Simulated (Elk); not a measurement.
# Does YCrCu4 carry moments in Elk?

Wanted: the moments of YCrCu4 and the energy gained by spin polarisation.

Main program and level: Elk 11.2.3 (patched build); Wu-Cohen GGA; all-electron APW+lo, Dirac cores, scalar-relativistic bands.

Report form: the programs' logs are mostly left out.

### Step 1. Set-up

The structure is cubic, space group F-43m (No. 216). The conventional cell has a = 7.088 Å, b = 7.088 Å, c = 7.088 Å, α = 90.00°, β = 90.00°, γ = 90.00°. Nearest to Y lie 12 Cu at 2.94 Å and 4 Cr at 3.07 Å. Cr has 12 Cu at 2.94 Å and 4 Y at 3.07 Å nearest. Cu has 6 Cu at 2.49 to 2.52 Å and 3 Cr at 2.94 Å and 3 Y at 2.94 Å nearest. invented: YMnNi4 (F-43m) with Cu for Ni, Cr for Mn. Farther neighbours are not listed.

The cell is a made-up one and need not be a known phase.

### Step 2. Start 1: ferro +

Parallel moments need no larger cell; this start tests for a ferromagnetic state only.

The last three numbers of an atom's line are a seed field in its sphere. It points against the wanted moment and shrinks by the factor reducebf each loop.

elk.in reads:

```
tasks
  0

xctype
  100 118 130

rgkmax
  7.0

nempty
  12

swidth
  0.001

reducebf
  0.5

epsengy
  1e-05

maxscl
  100

lmaxi
  2

mixtype
  3

mixsdb
  8

spinpol
  .true.

sppath
  './'

avec
  0.00000000000 6.69762402268 6.69762402268
  6.69762402268 0.00000000000 6.69762402268
  6.69762402268 6.69762402268 0.00000000000

atoms
  3
  'Y.in'
  1
  0.0000000000 0.0000000000 0.0000000000   0.000000 0.000000 0.000000
  'Cr.in'
  1
  0.2500000000 0.2500000000 0.2500000000   0.000000 0.000000 -0.075000
  'Cu.in'
  4
  0.6242243300 0.6242243300 0.1273270000   0.000000 0.000000 0.000000
  0.6242243300 0.1273270000 0.6242243300   0.000000 0.000000 0.000000
  0.1273270000 0.6242243300 0.6242243300   0.000000 0.000000 0.000000
  0.6242243300 0.6242243300 0.6242243300   0.000000 0.000000 0.000000

ngridk
  6 6 6
```

Launch:

```
OMP_NUM_THREADS=4 elk
```

The job ended after 6 min (4 threads of Arm Neoverse V1, shared host; peak memory 0.55 GiB; 22 min of CPU time).

Spin moment in the muffin-tin sphere by atom:

| atom | spin moment in the muffin-tin sphere (μB) |
| --- | --- |
| Y1 | 0.12 |
| Cr2 | 3.63 |
| Cu3 | 0.08 |
| Cu4 | 0.08 |
| Cu5 | 0.08 |
| Cu6 | 0.08 |

This step gave:

- density of states at the Fermi level: 7.293 states/eV/cell
- moment between the spheres: 0.5862 μB
- magnetization: 4.637 μB
- final state: ferromagnetic

After 25 cycles the largest moment stands at 3.63 μB.

### Step 3. Order 2, typed as no spin polarisation

A run without seeds gives the energy of the state without moments.

Changes to elk.in since step 2:

```diff
@@ -14,5 +14,2 @@
   0.001
-
-reducebf
-  0.5
 
@@ -33,5 +30,2 @@
 
-spinpol
-  .true.
-
 sppath
@@ -51,3 +45,3 @@
   1
-  0.2500000000 0.2500000000 0.2500000000   0.000000 0.000000 -0.075000
+  0.2500000000 0.2500000000 0.2500000000   0.000000 0.000000 0.000000
   'Cu.in'
```

Launch:

```
OMP_NUM_THREADS=4 elk
```

It took 41 s on 4 threads; peak memory 0.21 GiB; 2.5 min of CPU time.

Read from the output:

```
density of states at the Fermi level : 10.76 states/eV/cell
final state                          : non-magnetic (no spin polarisation)
```

It lies 1478 meV a seeded atom over the first start.

### Step 4. Another try

A slip in the input shows what the program catches and what it lets pass.

Changes to elk.in since step 2:

```diff
@@ -22,3 +22,3 @@
 maxscl
-  100
+  75
 
@@ -46,3 +46,3 @@
   3
-  'Y.in'
+  'y_paw.in'
   1
```

Launch:

```
OMP_NUM_THREADS=4 elk
```

The job ended after 0.01 s (4 threads; peak memory 0.05 GiB).

The input was rejected at the start.

The program's message: “Error(readspecies): error opening species file ./y_paw.in”

The fault put into the input: a species file that isn't there.

The file named under atoms must lie in sppath.

### Step 5. Energies of the orders

These are free energies at a smearing of 0.0272 eV, so its entropy term is in the differences. They are divided by the number of seeded atoms, so that cells of unlike size compare.

Orders:

| start | final state | typed order kept | energy over the lowest (meV a seeded atom) | largest sphere moment (μB) | net moment (μB a primitive cell) | DOS at the Fermi level (states/eV a primitive cell) | mesh matched | CPU time (s) |
| --- | --- | --- | --- | --- | --- | --- | --- | --- |
| ferro + | ferromagnetic | yes | 0 | 3.625 | 4.637 | 7.293 | yes | 1329 |
| no spin polarisation | non-magnetic | - | 1478 | 0 | 0 | 10.76 | yes | 148.1 |

### Step 6. Orbital moments

Orbital moments arise only with spin–orbit coupling, and measured moments hold them.

The run goes on from the saved lowest state, with the moments along the z axis of the cell.

Changes to elk.in since step 4:

```diff
@@ -1,3 +1,4 @@
 tasks
-  0
+  1
+  15
 
@@ -22,6 +23,6 @@
 maxscl
-  75
+  100
 
 lmaxi
-  2
+  3
 
@@ -34,2 +35,8 @@
 spinpol
+  .true.
+
+spinorb
+  .true.
+
+cmagz
   .true.
@@ -46,3 +53,3 @@
   3
-  'y_paw.in'
+  'Y.in'
   1
@@ -51,3 +58,3 @@
   1
-  0.2500000000 0.2500000000 0.2500000000   0.000000 0.000000 -0.075000
+  0.2500000000 0.2500000000 0.2500000000   0.000000 0.000000 -0.000075
   'Cu.in'
```

Launch:

```
OMP_NUM_THREADS=4 elk
```

Elapsed: 13 min, on 4 threads; peak memory 0.7 GiB.

Spin moment in the muffin-tin sphere by atom:

| atom | spin moment in the muffin-tin sphere (μB) |
| --- | --- |
| Y1 | 0.12 |
| Cr2 | 3.62 |
| Cu3 | 0.08 |
| Cu4 | 0.08 |
| Cu5 | 0.08 |
| Cu6 | 0.08 |

Numbers from this step:

| Quantity | Value |
| --- | --- |
| density of states at the Fermi level | 7.337 states/eV/cell |
| moment between the spheres | 0.5851 μB |
| magnetization | 4.632 μB |
| final state | ferromagnetic |

Orbital moment <L> in the sphere by atom:

| atom | x (μB) | y (μB) | z (μB) | size |
| --- | --- | --- | --- | --- |
| Y1 | 0.0000 | 0.0000 | -0.0026 | 0.0026 |
| Cr2 | 0.0000 | 0.0000 | -0.0213 | 0.0213 |
| Cu3 | -0.0005 | -0.0005 | 0.0054 | 0.0054 |
| Cu4 | 0.0005 | -0.0005 | 0.0054 | 0.0054 |
| Cu5 | -0.0005 | 0.0005 | 0.0054 | 0.0054 |
| Cu6 | 0.0005 | 0.0005 | 0.0054 | 0.0054 |

### Step 7. Outcome

```
lower run                                                            : with moments
largest site moment                                                  : 3.63 μB
energy gained by spin polarisation                                   : 1478 meV a seeded atom
with spin–orbit coupling: largest spin moment and its orbital moment : 3.62 and -0.0213 μB
```

What this shows: The crystal holds moments, up to 3.63 μB, and gains 1478 meV a seeded atom by them. The orbital moment is almost quenched. No antiferromagnetic order was tried, so the session says nothing on how the moments order.

[Logs and program files are shortened in this print: banners, set-up blocks, solver, clock and traceback lines can be left out without a mark of their own.]

[Logs are printed without paths, hosts, clocks, repeated set-up lines and the standing remarks that a program may print on its own settings, such as how far it seeks lower states.]

[Hosts, paths, dates, database ids (printed as entryN), source tags and the programs' standing remarks are cut or masked in the printed files.]

[Where a cell is said to come from a database of computed structures, the database is the Materials Project.]
